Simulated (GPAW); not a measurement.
# Screening of a field by NbSi2P4 monolayer

Aim: the dipole that a field along the normal induces in NbSi2P4 monolayer.

Main program and level: GPAW 26.7.0; GPAW, PAW setups; layer in a repeated cell with vacuum, relaxation of atoms and in-plane cell, in the first sound run; inputs show where later runs differ.

Report form: the programs' logs are mostly left out.

## 1. Set-up

The cell holds 7 atoms: 4 P, 2 Si and 1 Nb. Cell: a = 3.480 Å, b = 3.480 Å, c = 26.571 Å, α = 90.0°, β = 90.0°, γ = 120.0°. Vacuum lies along c.

As a file:

```cif
data_structure
_symmetry_space_group_name_H-M 'P 1'
_symmetry_Int_Tables_number 1
_cell_length_a 3.4800
_cell_length_b 3.4800
_cell_length_c 26.5708
_cell_angle_alpha 90.000
_cell_angle_beta 90.000
_cell_angle_gamma 120.000
_cell_volume 278.67
loop_
_atom_site_label
_atom_site_type_symbol
_atom_site_fract_x
_atom_site_fract_y
_atom_site_fract_z
_atom_site_occupancy
P1 P 0.00000 0.00000 0.33872 1
Si2 Si 0.33333 0.66667 0.36297 1
P3 P 0.33333 0.66667 0.44238 1
Nb4 Nb 0.00000 0.00000 0.50000 1
P5 P 0.33333 0.66667 0.55762 1
Si6 Si 0.33333 0.66667 0.63703 1
P7 P 0.00000 0.00000 0.66128 1
```

## 2. Relaxation

The atoms are relaxed first, since the surface dipole, and with it the work function, follows the positions of the outer layers.

Input file run.py:

```python
import json
import numpy as np
from ase import Atoms
from ase.filters import FrechetCellFilter
from ase.optimize import BFGS
from gpaw import GPAW, PW

slab = Atoms(
    ['P', 'Si', 'P', 'Nb', 'P', 'Si', 'P'],
    positions=[
        [0.00000, 0.00000, 9.00000],
        [-0.00000, 2.00918, 9.64444],
        [-0.00000, 2.00918, 11.75444],
        [0.00000, 0.00000, 13.28541],
        [-0.00000, 2.00918, 14.81638],
        [-0.00000, 2.00918, 16.92638],
        [0.00000, 0.00000, 17.57082]],
    cell=[[3.48, 0.0, 0.0], [-1.74, 3.01377, 0.0], [0.0, 0.0, 26.5708]],
    pbc=[True, True, True],
    magmoms=[0.0, 0.0, 0.0, 1.0, 0.0, 0.0, 0.0])

slab.calc = GPAW(mode=PW(600), xc='PBE', kpts={'size': (9, 9, 1), 'gamma': True},
                 occupations={'name': 'fermi-dirac', 'width': 0.05}, nbands='200%',
                 convergence={'density': 1e-05}, maxiter=200,
                 symmetry={'tolerance': 1e-3}, txt='slab.txt')
result = {}
# The in-plane cell is free; stress needs a cell that repeats along all three vectors
path = []
opt = BFGS(FrechetCellFilter(slab, mask=[1, 1, 0, 0, 0, 1]), maxstep=0.2)
opt.attach(lambda: path.append((slab.get_potential_energy(), slab.positions.tolist(), slab.get_forces().tolist())))
result['relaxed'] = bool(opt.run(fmax=0.02, steps=45))
result['path'] = path
result['cell'] = slab.cell.tolist()
print('in-plane lattice', slab.cell.cellpar().round(4)[[0, 1, 5]])
energy = slab.get_potential_energy()
fermi = slab.calc.get_fermi_level()
v = slab.calc.get_electrostatic_potential().mean((0, 1)) - fermi
n = slab.calc.get_pseudo_density().mean((0, 1))
L = slab.cell[2, 2]
z = np.arange(len(v)) * L / len(v)
low, high = slab.positions[:, 2].min(), slab.positions[:, 2].max()
below, above = np.interp([low - 6.8, high + 6.8], z, v)
slopes = [np.interp(x, z, np.gradient(v, z)) for x in (low - 6.8, high + 6.8)]
eps = np.array([[slab.calc.get_eigenvalues(k, s) for k in range(len(slab.calc.get_ibz_k_points()))]
                for s in range(slab.calc.get_number_of_spins())]) - fermi
top, bottom = eps[eps < 0].max(), eps[eps > 0].min()
dipole = slab.get_dipole_moment()[2]
print(f'energy {energy:.4f} eV, Fermi level {fermi:.4f} eV, dipole {dipole:.5f} e A')
print(f'potential 6.8 A off the faces, from the Fermi level: lower {below:.4f} eV, upper {above:.4f} eV')
print(f'slope of the potential there: lower {slopes[0]:.5f}, upper {slopes[1]:.5f} eV/A')
print(f'nearest levels on the mesh: {top:.4f} and {bottom:.4f} eV')
print('magnetic moment', round(slab.get_magnetic_moment(), 3))
result.update(energy=energy, fermi=fermi, dipole=dipole, below=below, above=above, slopes=slopes, edges=[top, bottom],
              z=z.tolist(), v=v.tolist(), n=n.tolist(), positions=slab.positions.tolist(),
              forces=slab.get_forces(apply_constraint=False).tolist(), moments=slab.get_magnetic_moments().tolist())
json.dump(result, open('result.json', 'w'))
```

Started as:

```sh
$ OMP_NUM_THREADS=1 OPENBLAS_NUM_THREADS=1 python run.py
```

Run time: 37 min. Hardware: 1 thread of Intel Xeon Platinum 8559C (Emerald Rapids), shared host; peak memory 0.74 GiB.

This step gave:

- dipole along the normal: 3.78e-4 e·Å
- levels nearest the Fermi level on the mesh: -0.07900, 9.45e-4 eV from the Fermi level
- sum of the site moments: 0 μB

The electrostatic potential energy of an electron (without an applied field's), less the Fermi level, planar mean oscillates, so the rows of the table below give means over windows of 1.66 Å about each position, cut where the curve ends. Its maxima inside the range that stand out by 2 % of the span (Å: eV): 9.1: -10.9, 10.7: 2.05, 12.5: -5.45, 14.1: -5.45, 15.9: 2.05, 17.5: -10.9. Its minima: 8.6: -14.1, 9.5: -12.4, 11.8: -11.9, 13.3: -17.6, 14.8: -11.9, 17.1: -12.4, 18.0: -14.1.

Table of electrostatic potential energy of an electron (without an applied field's), less the Fermi level, planar mean by z; means over each step:

```csv
z (Å),"electrostatic potential energy of an electron (without an applied field's), less the Fermi level, planar mean (eV)"
0.83,5.47
2.49,5.47
4.15,5.47
5.81,5.44
7.47,1.42
9.13,-11.5
10.79,-1.45
12.45,-10.2
14.11,-10.2
15.77,-1.45
17.43,-11.5
19.09,1.31
20.75,5.43
22.41,5.47
24.07,5.47
25.73,5.47
```

Table of pseudo valence density, planar mean by z:

z (Å), pseudo valence density, planar mean (e/Å³) and a bar:
```
        5       0.00 
        6       0.00 
        7       0.02 #
        8       0.24 #########
        9       0.41 ###############
       10       0.18 ######
       11       0.19 #######
       12       0.33 ############
       13       0.84 ##############################
       14       0.44 ################
       15       0.26 #########
       16       0.15 #####
       17       0.24 #########
       18       0.32 ###########
       19       0.11 ####
       20       0.01 
       21       0.00 
       22       0.00
```

The relaxation lowered the energy of the cell by 1.94 eV (energies extrapolated to zero smearing; the optimiser's log prints free energies). The largest force left on a free atom is 0.011 eV/Å.

## 3. The slab's potential

With the geometry fixed, the planar mean of the potential gives the vacuum level on each side.

This step: GPAW, PAW setups; slab in vacuum (GPAW 26.7.0).

The cell differs from the one that the last finished run ended in (c 26.571 → 27.517 Å).

Input file run.py:

```python
import json
import numpy as np
from ase import Atoms
from gpaw import GPAW, PW

slab = Atoms(
    ['P', 'Si', 'P', 'Nb', 'P', 'Si', 'P'],
    positions=[
        [0.00000, -0.00000, 9.00000],
        [0.00000, 2.03793, 10.00908],
        [0.00000, 2.03793, 12.27409],
        [0.00000, -0.00000, 13.75855],
        [-0.00000, 2.03793, 15.24301],
        [0.00000, 2.03793, 17.50803],
        [-0.00000, -0.00000, 18.51711]],
    cell=[[3.52979, -0.0, 0.0], [-1.7649, 3.05689, 0.0], [0.0, 0.0, 27.5171]],
    pbc=[True, True, False],
    magmoms=[0.0, 0.0, 0.0, 1.0, 0.0, 0.0, 0.0])

slab.calc = GPAW(mode=PW(400), xc='PBE', kpts={'size': (9, 9, 1), 'gamma': True},
                 occupations={'name': 'fermi-dirac', 'width': 0.05}, nbands='200%',
                 convergence={'density': 1e-05}, maxiter=200,
                 poissonsolver={'dipolelayer': 'xy'},
                 symmetry={'tolerance': 1e-3}, txt='slab.txt')
result = {}
energy = slab.get_potential_energy()
fermi = slab.calc.get_fermi_level()
v = slab.calc.get_electrostatic_potential().mean((0, 1)) - fermi
n = slab.calc.get_pseudo_density().mean((0, 1))
L = slab.cell[2, 2]
z = np.arange(len(v)) * L / len(v)
low, high = slab.positions[:, 2].min(), slab.positions[:, 2].max()
below, above = np.interp([low - 6.8, high + 6.8], z, v)
slopes = [np.interp(x, z, np.gradient(v, z)) for x in (low - 6.8, high + 6.8)]
eps = np.array([[slab.calc.get_eigenvalues(k, s) for k in range(len(slab.calc.get_ibz_k_points()))]
                for s in range(slab.calc.get_number_of_spins())]) - fermi
top, bottom = eps[eps < 0].max(), eps[eps > 0].min()
dipole = slab.get_dipole_moment()[2]
print(f'energy {energy:.4f} eV, Fermi level {fermi:.4f} eV, dipole {dipole:.5f} e A')
print(f'potential 6.8 A off the faces, from the Fermi level: lower {below:.4f} eV, upper {above:.4f} eV')
print(f'slope of the potential there: lower {slopes[0]:.5f}, upper {slopes[1]:.5f} eV/A')
print(f'nearest levels on the mesh: {top:.4f} and {bottom:.4f} eV')
print('magnetic moment', round(slab.get_magnetic_moment(), 3))
result.update(energy=energy, fermi=fermi, dipole=dipole, below=below, above=above, slopes=slopes, edges=[top, bottom],
              z=z.tolist(), v=v.tolist(), n=n.tolist(), positions=slab.positions.tolist(),
              forces=slab.get_forces(apply_constraint=False).tolist(), moments=slab.get_magnetic_moments().tolist())
json.dump(result, open('result.json', 'w'))
```

It took 2.5 min on 1 thread; peak memory 0.35 GiB.

Numbers from this step:

```
dipole along the normal                    : 9.16e-5 e·Å
levels nearest the Fermi level on the mesh : -0.07894, 8.49e-4 eV from the Fermi level
upper work function                        : 5.470 eV
lower work function                        : 5.472 eV
```

The electrostatic potential energy of an electron (without an applied field's), less the Fermi level, planar mean oscillates, so the rows of the table below give means over windows of 1.72 Å about each position, cut where the curve ends. Its maxima inside the range that stand out by 2 % of the span (Å: eV): 9.6: -10.8, 11.2: 2.04, 12.9: -5.45, 14.6: -5.45, 16.3: 2.04, 18.0: -10.8. Its minima: 9.0: -14.2, 9.9: -12.3, 12.3: -11.9, 13.8: -17.6, 15.3: -11.9, 17.6: -12.3, 18.5: -14.2.

Electrostatic potential energy of an electron (without an applied field's), less the Fermi level, planar mean against z; means over each step:

z (Å), electrostatic potential energy of an electron (without an applied field's), less the Fermi level, planar mean (eV) and a bar from the least value:
```
     0.86        5.5 ##############################
     2.58        5.5 ##############################
     4.30        5.5 ##############################
     6.02        5.5 ##############################
     7.74        2.9 #########################
     9.46      -11.5 
    11.18       -1.5 ##################
    12.90      -10.2 ##
    14.62      -10.2 ##
    16.34       -1.5 ##################
    18.06      -11.5 
    19.78        2.9 ##########################
    21.50        5.5 ##############################
    23.22        5.5 ##############################
    24.94        5.5 ##############################
    26.66        5.5 ##############################
```

The pseudo valence density, planar mean by z:

```
z (Å)  pseudo valence density, planar mean (e/Å³)
    5                                      1.8e-5
    6                                      3.3e-4
    7                                     0.00648
    8                                       0.103
    9                                       0.304
   10                                       0.257
   11                                       0.146
   12                                       0.262
   13                                       0.429
   14                                       0.914
   15                                       0.337
   16                                       0.196
   17                                       0.179
   18                                       0.405
   19                                       0.249
   20                                      0.0280
   21                                     0.00157
   22                                      8.2e-5
```

The potential is flat to 4.3e-5 eV/Å where it is read, so the vacuum is wide enough.

## 4. In a field

A uniform field along the normal polarises the slab; the atoms stay fixed, so this is the electronic response alone.

Edit run.py of step 3 so:

```diff
@@ -4,2 +4,3 @@
 from gpaw import GPAW, PW
+from gpaw.external import ConstantElectricField
 
@@ -23,2 +24,3 @@
                  poissonsolver={'dipolelayer': 'xy'},
+                 external=ConstantElectricField(-0.2, [0, 0, 1]),
                  symmetry={'tolerance': 1e-3}, txt='slab.txt')
```

Run time: 8.7 min. Hardware: 1 thread; peak memory 0.63 GiB.

Numbers from this step:

| Quantity | Value |
| --- | --- |
| dipole along the normal | -0.1372 e·Å |
| levels nearest the Fermi level on the mesh | -0.07906, 8.08e-4 eV from the Fermi level |
| potential below the slab, the applied field's own ramp left out | 4.323 eV from the Fermi level |
| potential above the slab, the applied field's own ramp left out | 6.624 eV from the Fermi level |

The electrostatic potential energy of an electron (without an applied field's), less the Fermi level, planar mean oscillates, so the rows of the table below give means over windows of 1.72 Å about each position, cut where the curve ends. Its maxima inside the range that stand out by 2 % of the span (Å: eV): 9.6: -11.6, 11.2: 1.54, 12.9: -5.61, 14.6: -5.28, 16.3: 2.54, 18.0: -10.0, 23.5: 6.62. Its minima: 9.0: -15.1, 9.9: -13.0, 12.3: -12.2, 13.8: -17.6, 15.3: -11.6, 17.6: -11.6, 18.5: -13.3.

Electrostatic potential energy of an electron (without an applied field's), less the Fermi level, planar mean against z; means over each step:

z (Å), electrostatic potential energy of an electron (without an applied field's), less the Fermi level, planar mean (eV) and a bar from the least value:
```
     0.86        4.4 ###########################
     2.58        4.3 ##########################
     4.30        4.3 ##########################
     6.02        4.3 ##########################
     7.74        1.8 ######################
     9.46      -12.3 
    11.18       -2.0 ################
    12.90      -10.4 ###
    14.62      -10.0 ####
    16.34       -1.0 ##################
    18.06      -10.7 ###
    19.78        4.0 ##########################
    21.50        6.6 ##############################
    23.22        6.6 ##############################
    24.94        6.6 ##############################
    26.66        6.6 ##############################
```

The dipole is now -0.137 e Å, against 9.2e-5 in the run without a field.

## 5. Field on

Edit run.py of step 4 so:

```diff
@@ -24,3 +24,3 @@
                  poissonsolver={'dipolelayer': 'xy'},
-                 external=ConstantElectricField(-0.2, [0, 0, 1]),
+                 external=ConstantElectricField(-0.1, [0, 0, 1]),
                  symmetry={'tolerance': 1e-3}, txt='slab.txt')
```

Elapsed: 9.7 min, on 1 thread; peak memory 0.63 GiB.

This step gave:

```yaml
dipole_along_the_normal: -0.06860 e·Å
levels_nearest_the_fermi_level_on_the_mesh: -0.07903, 8.84e-4 eV from the Fermi level
potential_below_the_slab_the_applied_field_s_own_ramp_left_out: 4.896 eV from the Fermi level
potential_above_the_slab_the_applied_field_s_own_ramp_left_out: 6.047 eV from the Fermi level
```

The electrostatic potential energy of an electron (without an applied field's), less the Fermi level, planar mean oscillates, so the rows of the table below give means over windows of 1.72 Å about each position, cut where the curve ends. Its maxima inside the range that stand out by 2 % of the span (Å: eV): 9.6: -11.2, 11.2: 1.79, 12.9: -5.53, 14.6: -5.36, 16.3: 2.29, 18.0: -10.4. Its minima: 9.0: -14.6, 9.9: -12.7, 12.3: -12.0, 13.8: -17.6, 15.3: -11.7, 17.6: -11.9, 18.5: -13.7.

The electrostatic potential energy of an electron (without an applied field's), less the Fermi level, planar mean by z; means over each step:

```
z (Å)  electrostatic potential energy of an electron (without an applied field's), less the Fermi level, planar mean (eV)
 0.86                                                                                                                4.96
 2.58                                                                                                                4.90
 4.30                                                                                                                4.90
 6.02                                                                                                                4.88
 7.74                                                                                                                2.37
 9.46                                                                                                               -11.9
11.18                                                                                                               -1.78
12.90                                                                                                               -10.3
14.62                                                                                                               -10.1
16.34                                                                                                               -1.28
18.06                                                                                                               -11.1
19.78                                                                                                                3.47
21.50                                                                                                                6.03
23.22                                                                                                                6.05
24.94                                                                                                                6.05
26.66                                                                                                                6.01
```

The dipole is now -0.0686 e Å, against 9.2e-5 in the run without a field.

## 6. In a field

Edit run.py of step 5 so:

```diff
@@ -24,3 +24,3 @@
                  poissonsolver={'dipolelayer': 'xy'},
-                 external=ConstantElectricField(-0.1, [0, 0, 1]),
+                 external=ConstantElectricField(-0.05, [0, 0, 1]),
                  symmetry={'tolerance': 1e-3}, txt='slab.txt')
```

Wall time 11 min (1 thread); peak memory 0.63 GiB.

The electrostatic potential energy of an electron (without an applied field's), less the Fermi level, planar mean oscillates, so the rows of the table below give means over windows of 1.72 Å about each position, cut where the curve ends. Its maxima inside the range that stand out by 2 % of the span (Å: eV): 9.6: -11.0, 11.2: 1.92, 12.9: -5.49, 14.6: -5.41, 16.3: 2.17, 18.0: -10.6. Its minima: 9.0: -14.4, 9.9: -12.5, 12.3: -11.9, 13.8: -17.6, 15.3: -11.8, 17.6: -12.1, 18.5: -13.9.

Electrostatic potential energy of an electron (without an applied field's), less the Fermi level, planar mean against z; means over each step:

z (Å), electrostatic potential energy of an electron (without an applied field's), less the Fermi level, planar mean (eV) and a bar from the least value:
```
     0.86        5.2 #############################
     2.58        5.2 #############################
     4.30        5.2 #############################
     6.02        5.2 #############################
     7.74        2.6 #########################
     9.46      -11.7 
    11.18       -1.7 #################
    12.90      -10.2 ###
    14.62      -10.1 ###
    16.34       -1.4 ##################
    18.06      -11.3 #
    19.78        3.2 ##########################
    21.50        5.7 ##############################
    23.22        5.8 ##############################
    24.94        5.8 ##############################
    26.66        5.7 ##############################
```

## 7. Field on

Edit run.py of step 6 so:

```diff
@@ -24,3 +24,3 @@
                  poissonsolver={'dipolelayer': 'xy'},
-                 external=ConstantElectricField(-0.05, [0, 0, 1]),
+                 external=ConstantElectricField(0.05, [0, 0, 1]),
                  symmetry={'tolerance': 1e-3}, txt='slab.txt')
```

Run time: 10 min. Hardware: 1 thread; peak memory 0.63 GiB.

The electrostatic potential energy of an electron (without an applied field's), less the Fermi level, planar mean oscillates, so the rows of the table below give means over windows of 1.72 Å about each position, cut where the curve ends. Its maxima inside the range that stand out by 2 % of the span (Å: eV): 9.6: -10.6, 11.2: 2.17, 12.9: -5.41, 14.6: -5.49, 16.3: 1.92, 18.0: -11.0. Its minima: 9.0: -13.9, 9.9: -12.1, 12.3: -11.8, 13.8: -17.6, 15.3: -11.9, 17.6: -12.5, 18.5: -14.4.

Table of electrostatic potential energy of an electron (without an applied field's), less the Fermi level, planar mean by z; means over each step:

```csv
z (Å),"electrostatic potential energy of an electron (without an applied field's), less the Fermi level, planar mean (eV)"
0.86,5.73
2.58,5.76
4.30,5.76
6.02,5.74
7.74,3.18
9.46,-11.3
11.18,-1.40
12.90,-10.2
14.62,-10.2
16.34,-1.65
18.06,-11.7
19.78,2.66
21.50,5.17
23.22,5.18
24.94,5.18
26.66,5.20
```

(Continued in part 2 of 2.)

[Logs are printed without paths, hosts, clocks, repeated set-up lines and the standing remarks that a program may print on its own settings, such as how far it seeks lower states.]

[Hosts, paths, dates, database ids (printed as entryN), source tags and the programs' standing remarks are cut or masked in the printed files.]
